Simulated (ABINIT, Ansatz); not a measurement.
# SnF4 (I4/mmm): one start, several treatments of the self-energy

Wanted: the gap of SnF4 (I4/mmm) under several approximations, with cost.

Program: ABINIT 10.8.3. Level of theory: PBEsol and many-body steps on it, plane waves. Results are calculated unless marked as measured.

**1. The structure**

Symmetry: I4/mmm, No. 139, tetragonal system. The conventional cell has a = 4.050 Å, b = 4.050 Å, c = 7.930 Å, α = 90.00°, β = 90.00°, γ = 90.00°. Sn has 6 F at 1.88 to 2.03 Å nearest. Nearest to F lie 1 Sn at 1.88 Å. Nearest to F lie 2 Sn at 2.03 Å. Farther neighbours and most contacts between anions are not listed.

Structure file:

```cif
data_structure
_symmetry_space_group_name_H-M 'P 1'
_symmetry_Int_Tables_number 1
_cell_length_a 4.8911
_cell_length_b 4.8911
_cell_length_c 4.8911
_cell_angle_alpha 131.085
_cell_angle_beta 131.085
_cell_angle_gamma 71.679
_cell_volume 65.04
loop_
_atom_site_label
_atom_site_type_symbol
_atom_site_fract_x
_atom_site_fract_y
_atom_site_fract_z
_atom_site_occupancy
Sn1 Sn 0.00000 0.00000 0.00000 1
F2 F 0.23700 0.23700 0.00000 1
F3 F 0.76300 0.76300 0.00000 1
F4 F 0.50000 0.00000 0.50000 1
F5 F 0.00000 0.50000 0.50000 1
```

The cell and positions come from the Crystallography Open Database and are kept as given unless a step says otherwise.

**2. Empty states on the mesh, 4×4×4 mesh, 227 bands**

This step: ABINIT 10.8.3; DFT, PBEsol, plane waves, norm-conserving pseudopotentials.

The sums over transitions need many empty states on a uniform mesh; this step solves for them.

Input file run.abi:

```
acell 3*1.0 Angstrom
rprim 
  -2.025000000000 2.025000000000 3.965000000000
  2.025000000000 -2.025000000000 3.965000000000
  2.025000000000 2.025000000000 -3.965000000000
ntypat 2
znucl 50 9
natom 5
typat 1 2 2 2 2
xred 
  0.000000000000 0.000000000000 0.000000000000
  0.237000000000 0.237000000000 0.000000000000
  0.763000000000 0.763000000000 0.000000000000
  0.500000000000 0.000000000000 0.500000000000
  0.000000000000 0.500000000000 0.500000000000
pp_dirpath "pseudos"
pseudos "Sn.upf, F.upf"
ecut 38
ngkpt 4 4 4
nshiftk 1
shiftk 0 0 0
kptopt 1
chksymbreak 0
irdden 1
istwfk *1
nband 227
prtvol 0
optdriver 6
gwr_task "HDIAGO"
paral_kgb 0
occopt 1
indata_prefix "in"
outdata_prefix "out"
tmpdata_prefix "tmp"
```

Launch:

```
$ OMP_NUM_THREADS=1 mpirun -n 8 abinit run.abi > log
```

Log:

```text
.Version 10.8.3 of ABINIT. v10.8.2 released Aug 2026.

 Symmetries : space group I4/m m m (#139); Bravais tI (body-center tetrag.)
[... echo of the input left out ...]
== DATASET  1 ==================================================================
-   mpi_nproc: 8, omp_nthreads: 1 (-1 if OMP is not activated)

--- !DatasetInfo
iteration_state: {dtset: 1, }
dimensions: {natom: 5, nkpt: 13, mband: 227, nsppol: 1, nspinor: 1, nspden: 1, mpw: 4928, }
cutoff_energies: {ecut:  38.0, pawecutdg:  -1.0, }
[...]
Indirect band gap semiconductor
 Fundamental gap:     3.412 (eV)
   VBM:     0.673 (eV) at k: [ 5.0000E-01,  5.0000E-01,  0.0000E+00]
   CBM:     4.085 (eV) at k: [ 0.0000E+00,  0.0000E+00,  0.0000E+00]
 Direct gap:         3.650 (eV) at k: [ 0.0000E+00,  0.0000E+00,  0.0000E+00]

== END DATASET(S) ==============================================================
================================================================================

 -outvars: echo values of variables after computation  --------
           etotal      0.0000000000E+00
            nband         227
             nkpt          13
          spgroup         139
 [... the other variables as echoed above ...]

 Calculation completed.
```

Run time: 4.6 min. Hardware: 8 MPI ranks of Arm Neoverse N1, shared host; peak memory 11 GiB; 37 min of CPU time.

This step gave:

```
gap                                                           : 3.412 eV
k of the valence top                                          : 0.5, 0.5, 0
k of the conduction bottom                                    : 0, 0, 0
least direct gap                                              : 3.650 eV
k points computed                                             : 13
lowest point of the top converged band, above the valence top : 115.5624 eV
```

On this mesh the gap is 3.412 eV.

The density comes from a self-consistent run that is not shown.

**3. Screening, 4×4×4 mesh, 104 bands, screening to 141.5 eV**

The RPA dielectric matrix is built and inverted for each q.

This step: RPA screening on PBEsol, plane waves, norm-conserving pseudopotentials.

run.abi: that of step 2 with these lines changed.

```diff
@@ -23,10 +23,11 @@
 chksymbreak 0
-irdden 1
 istwfk *1
-nband 227
-prtvol 0
-optdriver 6
-gwr_task "HDIAGO"
-paral_kgb 0
 occopt 1
+irdwfk 1
+optdriver 3
+nband 104
+ecuteps 5.2
+inclvkb 2
+awtr 1
+symchi 1
 indata_prefix "in"
```

Log:

```text
.Version 10.8.3 of ABINIT. v10.8.2 released Aug 2026.

 Symmetries : space group I4/m m m (#139); Bravais tI (body-center tetrag.)
[... echo of the input left out ...]
== DATASET  1 ==================================================================
-   mpi_nproc: 8, omp_nthreads: 1 (-1 if OMP is not activated)

--- !DatasetInfo
iteration_state: {dtset: 1, }
dimensions: {natom: 5, nkpt: 13, mband: 104, nsppol: 1, nspinor: 1, nspden: 1, mpw: 4928, }
cutoff_energies: {ecut:  38.0, pawecutdg:  -1.0, }
electrons: {nelect:   5.00000000E+01, charge:   0.00000000E+00, occopt:   1.00000000E+00, tsmear:   1.00000000E-02, }

 SCREENING: Calculation of the susceptibility and dielectric matrices

 Based on a program developped by R.W. Godby, V. Olevano, G. Onida, and L. Reining.
 Incorporated in ABINIT by V. Olevano, G.-M. Rignanese, and M. Torrent.
.Using double precision arithmetic ; gwpc =  8

[... cell and pseudopotentials left out ...]
--------------------------------------------------------------------------------

 ==== K-mesh for the wavefunctions ====
 Number of points in the irreducible wedge :    13
[... list of points left out ...]
 Together with 16 symmetry operations and time-reversal symmetry
 yields    64 points in the full Brillouin Zone.

 ==== Q-mesh for the screening function ====
 Number of points in the irreducible wedge :    13
[... list of points left out ...]
 Together with 16 symmetry operations and time-reversal symmetry
 yields    64 points in the full Brillouin Zone.

 setmesh: FFT mesh size selected  =    45x   45x   45
          total number of points  =        91125

 vcoul_init : cutoff-mode = AUXILIARY_FUNCTION
 q-points for optical limit:   1
     1)      0.000010    0.000020    0.000030

- screening: taking advantage of time-reversal symmetry
- Maximum band index for partially occupied states nbvw = 25
- Remaining bands to be divided among processors   nbcw = 79
- Number of bands treated by each node ~9

 Number of electrons calculated from density =   50.0000; Expected =   50.0000
 average of density, n =  0.113925
 r_s =    1.2797
 omega_plasma =   32.5586 [eV]

 calculating chi0 at frequencies [eV] :
  1    0.000000E+00    0.000000E+00
  2    0.000000E+00    3.255860E+01

--------------------------------------------------------------------------------
  q-point number  1        q = ( 0.000000, 0.000000, 0.000000) [r.l.u.]
--------------------------------------------------------------------------------
[... chi0 elements left out ...]
 For q-point:  0.000010 0.000020 0.000030
  dielectric constant =   2.3883
  dielectric constant without local fields =   2.5005

  Average fulfillment of the sum rule on Im[epsilon] for q-point    1 :     44.82  [%]
[... wings left out ...]
  q-point number  2        q = ( 0.250000, 0.000000, 0.000000) [r.l.u.]
--------------------------------------------------------------------------------
[... chi0 elements left out ...]
  Average fulfillment of the sum rule on Im[epsilon] for q-point    2 :     57.06  [%]

 [... 11 further q-points ...]
```

The job ended after 9.1 min (8 MPI ranks; peak memory 6.1 GiB; 73 min of CPU time).

This step gave:

* ε∞ with local fields, on this mesh, along the program's q direction: 2.388
* the same without local fields: 2.501
* plasma frequency: 32.56 eV
* plane waves in the screening matrix: 251

Local fields lower ε∞ by 4 %.

**4. G0W0, Godby-Needs plasmon pole**

The self-energy is evaluated for the states that the input lists, and the levels follow from it, in one-shot runs by the linearised quasiparticle equation.

This step: G0W0 on PBEsol, plane waves, norm-conserving pseudopotentials.

run.abi: that of step 3 with these lines changed.

```diff
@@ -26,8 +26,17 @@
 irdwfk 1
-optdriver 3
+optdriver 4
 nband 104
+gwcalctyp 0
+ecutsigx 38
+symsigma 1
+nkptgw 2
+kptgw 
+  0.5000000000 0.5000000000 0.0000000000
+  0.0000000000 0.0000000000 0.0000000000
+bdgw 
+  24 27
+  24 27
 ecuteps 5.2
-inclvkb 2
-awtr 1
-symchi 1
+irdscr 1
+ppmodel 1
 indata_prefix "in"
```

Log:

```text
.Version 10.8.3 of ABINIT. v10.8.2 released Aug 2026.

 Symmetries : space group I4/m m m (#139); Bravais tI (body-center tetrag.)
[... echo of the input left out ...]
== DATASET  1 ==================================================================
-   mpi_nproc: 8, omp_nthreads: 1 (-1 if OMP is not activated)

--- !DatasetInfo
iteration_state: {dtset: 1, }
dimensions: {natom: 5, nkpt: 13, mband: 104, nsppol: 1, nspinor: 1, nspden: 1, mpw: 4928, }
cutoff_energies: {ecut:  38.0, pawecutdg:  -1.0, }
electrons: {nelect:   5.00000000E+01, charge:   0.00000000E+00, occopt:   1.00000000E+00, tsmear:   1.00000000E-02, }

 SIGMA: Calculation of the GW corrections

 Based on a program developped by R.W. Godby, V. Olevano, G. Onida, and L. Reining.
 Incorporated in ABINIT by V. Olevano, G.-M. Rignanese, and M. Torrent.
.Using double precision arithmetic ; gwpc =  8

[... cell and pseudopotentials left out ...]
--------------------------------------------------------------------------------

 ==== K-mesh for the wavefunctions ====
 Number of points in the irreducible wedge :    13
[... list of points left out ...]
 Together with 16 symmetry operations and time-reversal symmetry
 yields    64 points in the full Brillouin Zone.

 ==== Q-mesh for screening function ====
 Number of points in the irreducible wedge :    13
[... list of points left out ...]
 Together with 16 symmetry operations and time-reversal symmetry
 yields    64 points in the full Brillouin Zone.

 vcoul_init : cutoff-mode = AUXILIARY_FUNCTION
 q-points for optical limit:   1
     1)      0.000010    0.000020    0.000030
 setmesh: FFT mesh size selected  =    72x   72x   72
          total number of points  =       373248

 Number of electrons calculated from density =   50.0000; Expected =   50.0000
 average of density, n =  0.113925
 r_s =    1.2797
 omega_plasma =   32.5586 [eV]

 === KS Band Gaps ===
  >>>> For spin  1
   Minimum direct gap =   3.6497 [eV], located at k-point      :   0.0000  0.0000  0.0000
   Fundamental gap    =   3.4121 [eV], Top of valence bands at :   0.5000  0.5000  0.0000
                                       Bottom of conduction at :   0.0000  0.0000  0.0000
 SIGMA fundamental parameters:
 PLASMON POLE MODEL  1
 number of plane-waves for SigmaX                 4917
 number of plane-waves for SigmaC and W            251
 number of plane-waves for wavefunctions          4917
 number of bands                                   104
 number of independent spin polarizations            1
 number of spinorial components                      1
 number of k-points in IBZ                          13
 number of q-points in IBZ                          13
 number of symmetry operations                      16
 number of k-points in BZ                           64
 number of q-points in BZ                           64
 number of frequencies for dSigma/dE                 9
 frequency step for dSigma/dE [eV]                0.25
 number of omega for Sigma on real axis              0
 max omega for Sigma on real axis  [eV]           0.00
 zcut for avoiding poles [eV]                     0.10

 EPSILON^-1 parameters (SCR file):
 dimension of the eps^-1 matrix on file            251
 dimension of the eps^-1 matrix used               251
 number of plane-waves for wavefunctions          4917
 number of bands                                   104
 number of q-points in IBZ                          13
 number of frequencies                               2
 number of real frequencies                          1
 number of imag frequencies                          1

 matrix elements of self-energy operator (all in [eV])

 Perturbative Calculation

--- !SelfEnergy_ee
iteration_state: {dtset: 1, }
kpoint     : [   0.500,    0.500,    0.000, ]
spin       : 1
KS_gap     :    7.825
QP_gap     :   12.590
Delta_QP_KS:    4.765
data: !SigmaeeData |
     Band     E0 <VxcDFT>   SigX SigC(E0)      Z dSigC/dE  Sig(E)    E-E0       E
       24   0.387 -22.378 -30.431   5.712   0.806  -0.240 -24.266  -1.887  -1.500
       25   0.673 -22.903 -31.001   5.797   0.807  -0.240 -24.758  -1.855  -1.182
       26   8.498 -20.574 -14.213  -2.913   0.844  -0.185 -17.664   2.909  11.407
       27   9.422 -13.406  -7.759  -3.384   0.878  -0.139 -11.421   1.986  11.408

--- !SelfEnergy_ee
iteration_state: {dtset: 1, }
kpoint     : [   0.000,    0.000,    0.000, ]
spin       : 1
KS_gap     :    3.650
QP_gap     :    7.379
Delta_QP_KS:    3.729
data: !SigmaeeData |
     Band     E0 <VxcDFT>   SigX SigC(E0)      Z dSigC/dE  Sig(E)    E-E0       E
       24   0.435 -22.583 -30.616   5.727   0.806  -0.240 -24.442  -1.859  -1.424
       25   0.435 -22.583 -30.616   5.727   0.806  -0.240 -24.442  -1.859  -1.424
       26   4.085 -17.488 -13.247  -2.074   0.863  -0.159 -15.618   1.870   5.955
       27  12.318 -10.593  -5.530  -3.215   0.883  -0.133  -8.962   1.631  13.949

== END DATASET(S) ==============================================================
================================================================================

 -outvars: echo values of variables after computation  --------
           etotal      0.0000000000E+00
            nband         104
             nkpt          13
          spgroup         139
 [... the other variables as echoed above ...]

 Calculation completed.
```

Wall time 25 s (8 MPI ranks); peak memory 4.5 GiB.

This step gave:

```yaml
g0w0_gap_on_the_points_computed: 7.137 eV
starting_gap_on_the_mesh: 3.412 eV
k_of_the_valence_top: 0.5, 0.5, 0
k_of_the_conduction_bottom: 0, 0, 0
z_at_the_valence_top: 0.807
z_at_the_conduction_bottom: 0.863
least_direct_g0w0_gap_on_the_computed_points: 7.379 eV
```

The gap on the mesh goes from 3.41 eV to 7.14 eV, a correction of +3.72 eV.

**5. G0W0, Hybertsen-Louie plasmon pole**

run.abi: that of step 4 with these lines changed.

```diff
@@ -40,3 +40,3 @@
 irdscr 1
-ppmodel 1
+ppmodel 2
 indata_prefix "in"
```

Log:

```text
.Version 10.8.3 of ABINIT. v10.8.2 released Aug 2026.

 Symmetries : space group I4/m m m (#139); Bravais tI (body-center tetrag.)
[... echo of the input left out ...]
== DATASET  1 ==================================================================
-   mpi_nproc: 8, omp_nthreads: 1 (-1 if OMP is not activated)

--- !DatasetInfo
iteration_state: {dtset: 1, }
dimensions: {natom: 5, nkpt: 13, mband: 104, nsppol: 1, nspinor: 1, nspden: 1, mpw: 4928, }
cutoff_energies: {ecut:  38.0, pawecutdg:  -1.0, }
electrons: {nelect:   5.00000000E+01, charge:   0.00000000E+00, occopt:   1.00000000E+00, tsmear:   1.00000000E-02, }

 SIGMA: Calculation of the GW corrections

 Based on a program developped by R.W. Godby, V. Olevano, G. Onida, and L. Reining.
 Incorporated in ABINIT by V. Olevano, G.-M. Rignanese, and M. Torrent.
.Using double precision arithmetic ; gwpc =  8

[... cell and pseudopotentials left out ...]
--------------------------------------------------------------------------------

 ==== K-mesh for the wavefunctions ====
 Number of points in the irreducible wedge :    13
[... list of points left out ...]
 Together with 16 symmetry operations and time-reversal symmetry
 yields    64 points in the full Brillouin Zone.

 ==== Q-mesh for screening function ====
 Number of points in the irreducible wedge :    13
[... list of points left out ...]
 Together with 16 symmetry operations and time-reversal symmetry
 yields    64 points in the full Brillouin Zone.

 vcoul_init : cutoff-mode = AUXILIARY_FUNCTION
 q-points for optical limit:   1
     1)      0.000010    0.000020    0.000030
 setmesh: FFT mesh size selected  =    72x   72x   72
          total number of points  =       373248

 Number of electrons calculated from density =   50.0000; Expected =   50.0000
[...]
number of omega for Sigma on real axis              0
 max omega for Sigma on real axis  [eV]           0.00
 zcut for avoiding poles [eV]                     0.10

 EPSILON^-1 parameters (SCR file):
 dimension of the eps^-1 matrix on file            251
 dimension of the eps^-1 matrix used               251
 number of plane-waves for wavefunctions          4917
 number of bands                                   104
 number of q-points in IBZ                          13
 number of frequencies                               2
 number of real frequencies                          1
 number of imag frequencies                          1

 matrix elements of self-energy operator (all in [eV])

 Perturbative Calculation

--- !SelfEnergy_ee
iteration_state: {dtset: 1, }
kpoint     : [   0.500,    0.500,    0.000, ]
spin       : 1
KS_gap     :    7.825
QP_gap     :   13.411
Delta_QP_KS:    5.586
data: !SigmaeeData |
     Band     E0 <VxcDFT>   SigX SigC(E0)      Z dSigC/dE  Sig(E)    E-E0       E
       24   0.387 -22.378 -30.431   5.093   0.879  -0.138 -24.979  -2.601  -2.214
       25   0.673 -22.903 -31.001   5.183   0.879  -0.138 -25.464  -2.561  -1.888
       26   8.498 -20.574 -14.213  -3.004   0.901  -0.110 -17.549   3.025  11.523
[...]
--- !SelfEnergy_ee
iteration_state: {dtset: 1, }
kpoint     : [   0.000,    0.000,    0.000, ]
spin       : 1
KS_gap     :    3.650
QP_gap     :    7.906
Delta_QP_KS:    4.256
data: !SigmaeeData |
     Band     E0 <VxcDFT>   SigX SigC(E0)      Z dSigC/dE  Sig(E)    E-E0       E
[...]
26   4.085 -17.488 -13.247  -2.383   0.910  -0.099 -15.799   1.689   5.775
       27  12.318 -10.593  -5.530  -3.413   0.925  -0.081  -9.067   1.526  13.844

== END DATASET(S) ==============================================================
================================================================================

 -outvars: echo values of variables after computation  --------
           etotal      0.0000000000E+00
            nband         104
             nkpt          13
          spgroup         139
 [... the other variables as echoed above ...]

 Calculation completed.
```

Run time: 24 s. Hardware: 8 MPI ranks; peak memory 4.4 GiB; 3.2 min of CPU time.

Numbers from this step:

* G0W0 gap on the points computed: 7.663 eV
* starting gap on the mesh: 3.412 eV
* k of the valence top: 0.5, 0.5, 0
* k of the conduction bottom: 0, 0, 0
* Z at the valence top: 0.879
* Z at the conduction bottom: 0.91
* least direct G0W0 gap on the computed points: 7.906 eV

Against G0W0 in ABINIT (4×4×4 mesh, 104 bands, screening to 141.5 eV, Godby-Needs plasmon pole), the gap moves by +0.526 eV.

**6. G0W0, Engel-Farid plasmon pole**

run.abi: that of step 5 with these lines changed.

```diff
@@ -40,3 +40,3 @@
 irdscr 1
-ppmodel 2
+ppmodel 4
 indata_prefix "in"
```

Log:

```text
.Version 10.8.3 of ABINIT. v10.8.2 released Aug 2026.

 Symmetries : space group I4/m m m (#139); Bravais tI (body-center tetrag.)
[... echo of the input left out ...]
== DATASET  1 ==================================================================
-   mpi_nproc: 8, omp_nthreads: 1 (-1 if OMP is not activated)

--- !DatasetInfo
iteration_state: {dtset: 1, }
dimensions: {natom: 5, nkpt: 13, mband: 104, nsppol: 1, nspinor: 1, nspden: 1, mpw: 4928, }
cutoff_energies: {ecut:  38.0, pawecutdg:  -1.0, }
[...]
Band     E0 <VxcDFT>   SigX SigC(E0)      Z dSigC/dE  Sig(E)    E-E0       E
[...]
26   4.085 -17.488 -13.247  -2.159   0.874  -0.144 -15.668   1.820   5.905
       27  12.318 -10.593  -5.530  -3.292   0.895  -0.118  -9.008   1.585  13.903

== END DATASET(S) ==============================================================
================================================================================

 -outvars: echo values of variables after computation  --------
           etotal      0.0000000000E+00
            nband         104
             nkpt          13
          spgroup         139
 [... the other variables as echoed above ...]

 Calculation completed.
```

Run time: 20 s. Hardware: 8 MPI ranks; peak memory 4.3 GiB; 2.6 min of CPU time.

Numbers from this step:

* G0W0 gap on the points computed: 7.141 eV
* starting gap on the mesh: 3.412 eV
* k of the valence top: 0.5, 0.5, 0
* k of the conduction bottom: 0, 0, 0
* least direct G0W0 gap on the computed points: 7.389 eV

Against G0W0 in ABINIT (4×4×4 mesh, 104 bands, screening to 141.5 eV, Godby-Needs plasmon pole), the gap moves by +0.004 eV.

[end of part 1 of 2]

[Paths, hosts, dates, memory and timing lines, banners, echoed tables and standing remarks are left out of the program output.]

[Logs are printed without paths, hosts, clocks, repeated set-up lines and the standing remarks that a program may print on its own settings, such as how far it seeks lower states.]

[Runs of the session that timed out or met a known fault of the program may be left out.]

[Hosts, paths, dates, database ids (printed as entryN), source tags and the programs' standing remarks are cut or masked in the printed files.]

[G0W0 gaps are taken among the corrected bands and points alone; a level outside them can change the order at an edge.]

[Where Ansatz stands beside ABINIT at settings called matched, ABINIT's density can come from a denser mesh and the files from another edition; pairs whose starting gaps differed by over 0.03 eV were left out, so agreement reads better than it is.]
